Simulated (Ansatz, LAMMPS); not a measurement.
# Amorphous 88SiO2-12TiO2 (mol %) (96 atoms): geometry optimisation

Wanted: the relaxed structure of amorphous 88SiO2-12TiO2 (mol %) (96 atoms) and its electronic structure.

Main program and level: Ansatz 0.2.0; Kohn-Sham DFT, PBE, PAW (set soft_2), plane waves.

This is a report of a sequence of runs, with most program output left out.

## (1) Starting point

The cell holds 96 atoms: 28 Si, 4 Ti and 64 O. Its edges and angles: a = 11.238 Å, b = 11.238 Å, c = 11.238 Å, α = 90.0°, β = 90.0°, γ = 90.0°. 96 atoms (28 Si, 4 Ti, 64 O) placed at random at 2.34 g/cm³, melted at 5000 K for 10 ps at fixed volume with the Morse and Coulomb pair potential with partial charges (Pedone, Malavasi, Menziani, Cormack and Segre, J. Phys. Chem. B 110, 11780 (2006)). Quenched from 5000 K to 300 K at 50 K/ps and fixed volume, held 5 ps, then minimised at fixed cell.

Before any run, some limits are plain. The quench rate of 50 K/ps is orders of magnitude faster than experiment, which tends to freeze in extra defects. The starting topology of bonds comes from the classical model. Only the Γ point is sampled in the main run, in a cell whose shortest periodic width is 11 Å.

## (2) How the cell was made

A classical potential supplies the starting structure, since it reaches far longer times than DFT.

This step: classical MD, Morse and Coulomb pair potential with partial charges (Pedone, Malavasi, Menziani, Cormack and Segre, J. Phys. Chem. B 110, 11780 (2006)) (LAMMPS 22 Jul 2025 - Update 4).

Contents of in.lmp:

```
# melt-quench of Si28Ti4O64
units metal
atom_style charge
boundary p p p
region box block 0 11.2379 0 11.2379 0 11.2379
create_box 3 box
mass 1 28.0850   # Si
mass 2 47.8670   # Ti
mass 3 15.9990   # O
create_atoms 1 random 28 40194 NULL overlap 1.5 maxtry 2000
create_atoms 2 random 4 40201 NULL overlap 1.5 maxtry 2000
create_atoms 3 random 64 40208 NULL overlap 1.5 maxtry 2000
pair_style hybrid/overlay pedone 5.5 coul/long 8.0
pair_coeff * * coul/long
pair_coeff 1 3 pedone 0.340554 2.006700 2.100000 1   # Si-O
pair_coeff 2 3 pedone 0.024235 2.254703 2.708943 1   # Ti-O
pair_coeff 3 3 pedone 0.042395 1.379316 3.618701 22   # O-O
set type 1 charge 2.4
set type 2 charge 2.4
set type 3 charge -1.2
kspace_style pppm 1.0e-4
neigh_modify delay 0 every 1 check yes
thermo_style custom step time temp pe press density
thermo_modify norm yes
timestep 0.002
thermo 100
min_style cg
minimize 1e-4 1e-4 200 2000
reset_timestep 0
velocity all create 5000 40195 mom yes dist gaussian
fix lim all nve/limit 0.05
fix lan all langevin 5000 5000 0.2 40196 zero yes
thermo 500
run 1000 post no
# [... 10 lines left out ...]
thermo 1250
fix md all nvt temp 300 300 0.2
run 2500 post no
unfix md
thermo 100
min_style cg
minimize 0 1e-3 2000 20000
write_dump all custom glass.dump id type xs ys zs modify sort id
```

Run with:

```console
$ lmp -in in.lmp -log none -nocite
```

The job ended after 24 s (1 thread of Arm Neoverse V1, shared host; peak memory 0.072 GiB).

## (3) Single point at the start

A single point comes first, to see the forces before anything moves.

Contents of input.yaml:

```yaml
crystal:
  lattice:
    - [11.2379, 0.0, 0.0]
    - [0.0, 11.2379, 0.0]
    - [0.0, 0.0, 11.2379]
  atoms:
    - { symbol: Si, position: [0.30804, 0.76894, 0.43484] }
    - { symbol: Si, position: [0.06196, 0.41848, 0.04839] }
    - { symbol: Si, position: [0.19327, 0.84526, 0.19208] }
    - { symbol: Si, position: [0.92126, 0.81375, 0.22427] }
    - { symbol: Si, position: [0.16884, 0.13886, 0.63778] }
    - { symbol: Si, position: [0.06307, 0.76067, 0.57153] }
    - { symbol: Si, position: [0.72533, 0.92349, 0.07638] }
    - { symbol: Si, position: [0.81964, 0.62042, 0.61779] }
    - { symbol: Si, position: [0.16029, 0.39563, 0.53211] }
    - { symbol: Si, position: [0.38454, 0.24909, 0.90414] }
    - { symbol: Si, position: [0.49869, 0.5722, 0.36766] }
    - { symbol: Si, position: [0.00112, 0.25228, 0.82965] }
    - { symbol: Si, position: [0.44965, 0.20281, 0.32237] }
    - { symbol: Si, position: [0.81346, 0.1793, 0.37784] }
    - { symbol: Si, position: [0.60364, 0.99192, 0.32421] }
    - { symbol: Si, position: [0.70404, 0.74465, 0.39386] }
    - { symbol: Si, position: [0.88881, 0.36048, 0.58225] }
    - { symbol: Si, position: [0.3897, 0.95776, 0.61815] }
    - { symbol: Si, position: [0.31742, 0.47805, 0.73739] }
    - { symbol: Si, position: [0.75801, 0.15336, 0.91723] }
    - { symbol: Si, position: [0.78081, 0.9838, 0.71393] }
    - { symbol: Si, position: [0.51338, 0.36736, 0.54869] }
    - { symbol: Si, position: [0.95631, 0.00343, 0.49992] }
    - { symbol: Si, position: [0.39012, 0.75471, 0.82037] }
    - { symbol: Si, position: [0.56989, 0.15715, 0.70316] }
    - { symbol: Si, position: [0.04541, 0.68296, 0.03388] }
    - { symbol: Si, position: [0.27098, 0.98391, 0.97339] }
    - { symbol: Si, position: [0.83118, 0.41379, 0.22188] }
    - { symbol: Ti, position: [0.59537, 0.327, 0.09266] }
    - { symbol: Ti, position: [0.67842, 0.74988, 0.84252] }
    - { symbol: Ti, position: [0.27682, 0.40602, 0.26046] }
    - { symbol: Ti, position: [0.03686, 0.88894, 0.83155] }
    - { symbol: O, position: [0.68581, 0.25521, 0.97658] }
    - { symbol: O, position: [0.20469, 0.471, 0.64819] }
    - { symbol: O, position: [0.45646, 0.31397, 0.00998] }
    - { symbol: O, position: [0.70439, 0.42789, 0.14852] }
    - { symbol: O, position: [0.16576, 0.73842, 0.09535] }
    - { symbol: O, position: [0.92773, 0.31159, 0.71742] }
    - { symbol: O, position: [0.89918, 0.95592, 0.79032] }
    - { symbol: O, position: [0.31837, 0.36227, 0.83321] }
    - { symbol: O, position: [0.06154, 0.07279, 0.56856] }
    - { symbol: O, position: [0.32429, 0.11912, 0.94871] }
    - { symbol: O, position: [0.05653, 0.86455, 0.24271] }
    - { symbol: O, position: [0.3417, 0.86064, 0.91769] }
    - { symbol: O, position: [0.94948, 0.69934, 0.13968] }
    - { symbol: O, position: [0.82199, 0.27197, 0.27256] }
    - { symbol: O, position: [0.62984, 0.87383, 0.3999] }
    - { symbol: O, position: [0.72882, 0.03672, 0.98813] }
    - { symbol: O, position: [0.59238, 0.27478, 0.62816] }
    - { symbol: O, position: [0.89215, 0.17984, 0.89317] }
    - { symbol: O, position: [0.83374, 0.00353, 0.5861] }
    - { symbol: O, position: [0.1847, 0.73026, 0.50402] }
    - { symbol: O, position: [0.1446, 0.97286, 0.90762] }
    - { symbol: O, position: [0.05544, 0.33086, 0.9348] }
    - { symbol: O, position: [0.40468, 0.66386, 0.4335] }
    - { symbol: O, position: [0.01944, 0.38679, 0.52788] }
    - { symbol: O, position: [0.7712, 0.65667, 0.75172] }
    - { symbol: O, position: [0.32711, 0.25412, 0.27242] }
    - { symbol: O, position: [0.91926, 0.07908, 0.38753] }
    - { symbol: O, position: [0.17517, 0.41083, 0.13864] }
    - { symbol: O, position: [0.10497, 0.18041, 0.76114] }
    - { symbol: O, position: [0.00825, 0.76931, 0.9289] }
    - { symbol: O, position: [0.69343, 0.8815, 0.7469] }
    - { symbol: O, position: [0.50845, 0.04541, 0.63553] }
    - { symbol: O, position: [0.41415, 0.49759, 0.27283] }
    - { symbol: O, position: [0.54816, 0.47398, 0.4617] }
    - { symbol: O, position: [0.85193, 0.90784, 0.13936] }
    - { symbol: O, position: [0.95788, 0.66732, 0.60008] }
    - { symbol: O, position: [0.63379, 0.95249, 0.1851] }
    - { symbol: O, position: [0.35635, 0.89019, 0.49704] }
    - { symbol: O, position: [0.46155, 0.26965, 0.4516] }
    - { symbol: O, position: [0.2475, 0.95133, 0.11237] }
    - { symbol: O, position: [0.94172, 0.40797, 0.12667] }
    - { symbol: O, position: [0.84816, 0.49713, 0.32684] }
    - { symbol: O, position: [0.6081, 0.65623, 0.33095] }
    - { symbol: O, position: [0.54725, 0.25233, 0.22592] }
    - { symbol: O, position: [0.27224, 0.80049, 0.29923] }
    - { symbol: O, position: [0.70558, 0.8115, 0.98864] }
    [... 12 atom lines left out ...]
    - { symbol: O, position: [0.21508, 0.43274, 0.40692] }
    - { symbol: O, position: [0.39358, 0.84361, 0.70642] }
    - { symbol: O, position: [0.09366, 0.82502, 0.69812] }
    - { symbol: O, position: [0.82833, 0.25753, 0.5013] }
    - { symbol: O, position: [0.70388, 0.11039, 0.76614] }
    - { symbol: O, position: [0.33072, 0.61722, 0.79021] }
kpoints:
  mp_grid: { grid: [1, 1, 1] }
hamiltonian:
  xc: pbe
scf:
  occupations: { method: fermi_dirac, width: 0.025 }
output:
  forces: true
```

Run with:

```console
$ ansatz run input.yaml --threads 4 --pin off --max-ram 8192MiB --backend cpu --events-out ev --progress --plain --runs-dir out
```

Elapsed: 15 s, on 4 threads of Arm Neoverse V1, shared host; peak memory 1.8 GiB.

The run gave:

```
free energy            : -64213.0699 eV
free energy per atom   : -668.8861 eV/atom
SCF cycles             : 11
r.m.s. force component : 0.8588 eV/Å
longest force          : 3.442 eV/Å
Fermi energy           : 4.695 eV
```

The r.m.s. force component of 0.86 eV/Å sets the starting point.

Neighbours are counted within 2.16 Å (O-Si), 2.64 Å (O-Ti).

Length of the force by element and coordination:

| element | coordination | atoms | mean length of the force (eV/Å) | spread | least | most |
| --- | --- | --- | --- | --- | --- | --- |
| O | all | 64 | 1.13 | 0.464 | 0.22 | 2.46 |
| O | 1 | 1 | 2.26 | 0 | 2.26 | 2.26 |
| O | 2 | 62 | 1.12 | 0.440 | 0.22 | 2.46 |
| O | 3 | 1 | 0.437 | 0 | 0.437 | 0.437 |
| Si | all | 28 | 1.85 | 0.715 | 0.648 | 3.44 |
| Ti | all | 4 | 1.28 | 0.263 | 0.829 | 1.47 |

## (4) Cell and atoms relaxed

Cell and atoms are freed together, to release stress as well as forces.

Changes to input.yaml since step 3:

```diff
@@ -15 +15,5 @@
   forces: true
+relax:
+  f_tol: 0.04
+  max_steps: 250
+  cell: {}
```

Elapsed: 9.3 min, on 4 threads; peak memory 1.8 GiB.

Relaxation path (22 of 33):

| step | energy less that of the first step (eV) | largest force component (eV/Å) | pressure (GPa) | volume (Å³) |
| --- | --- | --- | --- | --- |
| 1 | 0.0000 | 2.7822 | 2.09 | 1419.24 |
| 3 | -4.4546 | 0.4032 | -0.04 | 1382.47 |
| 4 | -4.6748 | 0.3129 | -0.11 | 1373.55 |
| 6 | -4.8690 | 0.5121 | 0.15 | 1362.55 |
| 7 | -4.9117 | 0.2226 | -0.12 | 1363.60 |
| 9 | -5.0461 | 0.6358 | -0.19 | 1355.84 |
| 10 | -5.1483 | 0.5320 | -0.01 | 1348.54 |
| 12 | -5.2479 | 0.2060 | -0.10 | 1355.45 |
| 13 | -5.2861 | 0.1293 | 0.03 | 1353.84 |
| 15 | -5.2808 | 0.1377 | -0.04 | 1356.76 |
| 16 | -5.2816 | 0.0489 | -0.01 | 1358.36 |
| 18* | -5.1999 | 0.0316 | -0.17 | 1359.73 |
| 19 | -5.2345 | 0.0716 | 0.19 | 1351.41 |
| 21 | -5.2387 | 0.0260 | -0.03 | 1351.49 |
| 22 | -5.2417 | 0.0187 | -0.03 | 1350.88 |
| 24 | -5.2520 | 0.0350 | 0.00 | 1348.37 |
| 25* | -5.2150 | 0.0353 | -0.03 | 1348.37 |
| 27 | -5.2379 | 0.1228 | -0.05 | 1341.36 |
| 28 | -5.2331 | 0.1186 | 0.07 | 1344.26 |
| 30 | -5.2334 | 0.2178 | -0.06 | 1343.32 |
| 31 | -5.2384 | 0.0699 | 0.01 | 1343.24 |
| 33* | -5.2237 | 0.0193 | -0.01 | 1343.75 |

Relaxation steps marked * repeat the geometry before them on a plane-wave basis chosen anew for their cell, so energy and pressure can jump there. Other such steps can lie between the rows shown. Relaxation steps 27, 30 were tried and not accepted.

| cell as run | before | after | change |
| --- | --- | --- | --- |
| a (Å) | 11.238 | 11.352 | +1.0 % |
| b (Å) | 11.238 | 10.669 | -5.1 % |
| c (Å) | 11.238 | 11.124 | -1.0 % |
| α (°) | 90.00 | 93.52 | +3.9 % |
| β (°) | 90.00 | 87.95 | -2.3 % |
| γ (°) | 90.00 | 89.40 | -0.7 % |
| volume (Å³/atom) | 14.78 | 14.00 | -5.3 % |

The atoms that moved most (Å, as changes of fractional coordinates times the final cell):

| atom | dx | dy | dz | length |
| --- | --- | --- | --- | --- |
| O74 | -0.333 | 0.758 | 0.003 | 0.828 |
| O46 | 0.019 | 0.356 | 0.482 | 0.599 |
| O62 | 0.225 | -0.365 | -0.407 | 0.591 |
| Si16 | 0.320 | -0.327 | -0.252 | 0.522 |
| O67 | 0.223 | 0.300 | -0.349 | 0.511 |
| O94 | 0.110 | -0.205 | 0.450 | 0.507 |
| O38 | 0.146 | 0.376 | 0.279 | 0.491 |
| O54 | -0.030 | -0.347 | 0.340 | 0.487 |

The relaxation changed the energy by -54.4 meV/atom, and atoms moved by 0.29 Å r.m.s., 0.83 Å at most.

## (5) Local order after relaxation

Bonds before and after, by the cutoffs listed below:

| pair | bonds before | bonds after | mean before (Å) | mean after (Å) | spread before (Å) | spread after (Å) |
| --- | --- | --- | --- | --- | --- | --- |
| O-Si | 112 | 113 | 1.629 | 1.643 | 0.045 | 0.042 |
| O-Ti | 16 | 17 | 1.800 | 1.869 | 0.028 | 0.147 |

Density 2.47 g/cm³, 14.00 Å³ an atom.

g(r), total and by pair (bins of 0.2 Å):

| r (Å) | total | O-O | O-Si | O-Ti | Si-Si | Si-Ti | Ti-Ti |
| --- | --- | --- | --- | --- | --- | --- | --- |
| 1.50 | 0.33 | 0.00 | 0.84 | 0.00 | 0.00 | 0.00 | 0.00 |
| 1.70 | 4.55 | 0.00 | 11.34 | 2.65 | 0.00 | 0.00 | 0.00 |
| 1.90 | 0.54 | 0.00 | 0.36 | 7.26 | 0.00 | 0.00 | 0.00 |
| 2.10 | 0.00 | 0.00 | 0.00 | 0.00 | 0.00 | 0.00 | 0.00 |
| 2.30 | 0.00 | 0.00 | 0.00 | 0.00 | 0.00 | 0.00 | 0.00 |
| 2.50 | 0.68 | 1.49 | 0.00 | 0.35 | 0.00 | 0.00 | 0.00 |
| 2.70 | 2.12 | 4.75 | 0.00 | 0.00 | 0.18 | 0.00 | 0.00 |
| 2.90 | 0.76 | 1.23 | 0.10 | 0.24 | 1.75 | 0.56 | 0.00 |
| 3.10 | 0.90 | 0.67 | 0.46 | 0.65 | 4.22 | 0.99 | 0.00 |
| 3.30 | 0.83 | 0.87 | 0.58 | 0.00 | 1.03 | 5.29 | 0.00 |
| 3.50 | 0.82 | 0.55 | 1.26 | 1.01 | 0.00 | 0.78 | 5.25 |
| 3.70 | 1.00 | 0.59 | 1.61 | 1.68 | 0.10 | 0.34 | 0.00 |
| 3.90 | 0.95 | 0.41 | 1.73 | 0.82 | 0.45 | 0.30 | 0.00 |
| 4.10 | 1.16 | 0.64 | 1.77 | 1.12 | 1.12 | 0.86 | 0.00 |
| 4.30 | 1.31 | 0.81 | 1.75 | 2.37 | 1.12 | 1.29 | 3.65 |
| 4.50 | 0.94 | 1.04 | 0.67 | 1.15 | 1.61 | 0.71 | 0.00 |
| 4.70 | 1.00 | 1.26 | 0.62 | 0.87 | 1.43 | 1.08 | 0.00 |
| 4.90 | 0.96 | 1.46 | 0.46 | 0.35 | 1.21 | 0.60 | 0.00 |
| 5.10 | 1.10 | 1.50 | 0.74 | 0.64 | 0.89 | 1.11 | 0.00 |

Bonds by pair of elements; cutoffs follow the first minimum of g(r), held within bounds set by covalent radii, and pairs that aren't listed don't count as bonded:

| pair A-B | cutoff (Å) | bonds | mean length (Å) | spread (Å) | shortest (Å) | B about A | A about B |
| --- | --- | --- | --- | --- | --- | --- | --- |
| O-Si | 2.16 | 113 | 1.64 | 0.042 | 1.59 | 1.77 | 4.04 |
| O-Ti | 2.64 | 17 | 1.87 | 0.147 | 1.78 | 0.266 | 4.25 |

How many atoms have how many bonded neighbours:

| element | mean | 2 | 3 | 4 | 5 |
| --- | --- | --- | --- | --- | --- |
| O | 2.03 | 62 | 2 | 0 | 0 |
| Si | 4.04 | 0 | 0 | 27 | 1 |
| Ti | 4.25 | 0 | 0 | 3 | 1 |

Bond angles (no mean is given where the spread exceeds 20°):

| angle | count | mean (°) | spread (°) |
| --- | --- | --- | --- |
| O-Si-O | 172 | 109 | 8.1 |
| Si-O-Si | 50 | 142 | 14.7 |
| O-Ti-O | 28 | 108 | 17.2 |
| Si-O-Ti | 17 | 140 | 13.5 |
| Ti-O-Ti | 1 | 107 | 0 |

Oxygen atoms by the number of network formers (Si, P, Ge, B, Al, As, Ga) bound to them:

| network formers bound to O | O atoms | per cent |
| --- | --- | --- |
| 0 | 0 | 0 |
| 1 | 16 | 25 |
| 2 | 47 | 73.4 |
| 3 | 1 | 1.6 |

Network units: each former by its oxygen neighbours and how many of them bridge to another former:

| former | O neighbours | bridging O | atoms |
| --- | --- | --- | --- |
| Si | 4 | 2 | 2 |
| Si | 4 | 3 | 12 |
| Si | 4 | 4 | 13 |
| Si | 5 | 5 | 1 |

Bond length by coordination (bonds to H left out):

| element | coordination | atoms | mean bond length (Å) |
| --- | --- | --- | --- |
| O | 2 | 62 | 1.66 |
| O | 3 | 2 | 1.91 |
| Si | 4 | 27 | 1.64 |
| Si | 5 | 1 | 1.74 |
| Ti | 4 | 3 | 1.83 |
| Ti | 5 | 1 | 1.97 |

Rings of the network by King's shortest-path rule, up to 12 atoms, one path for each pair of neighbours; H, halogens, alkali and alkaline-earth atoms are left out, and the last column divides by all other atoms, bonded or not:

| ring size (atoms) | rings | per network atom |
| --- | --- | --- |
| 6 | 2 | 0.021 |
| 8 | 10 | 0.104 |
| 10 | 16 | 0.167 |
| 12 | 17 | 0.177 |

First main peaks of g(r), for some of the pairs, lie near 2.7 Å (O-O), 1.6 Å (O-Si), 1.8 Å (O-Ti), 3.1 Å (Si-Si) and 3.3 Å (Si-Ti). By these cutoffs 97 % of O atoms have 2, 96 % of Si atoms have 4 and 75 % of Ti atoms have 4 bonded neighbours. The O-Si-O angle averages 109° with a spread of 8°. Counting bonds to Si alone, not to Ti, 73 % of the oxygens join two of these atoms and 25 % one; 2 % join three. The commonest Si unit has 4 oxygens, 4 of them shared with other formers (13 of 28 atoms). Rings of 12 atoms are the most common (38 % of those counted); sizes run from 6 to 12, where the search stops.

[end of part 1 of 3]

[Logs are printed without paths, hosts, clocks, repeated set-up lines and the standing remarks that a program may print on its own settings, such as how far it seeks lower states.]

[Hosts, paths, dates, database ids (printed as entryN), source tags and the programs' standing remarks are cut or masked in the printed files.]
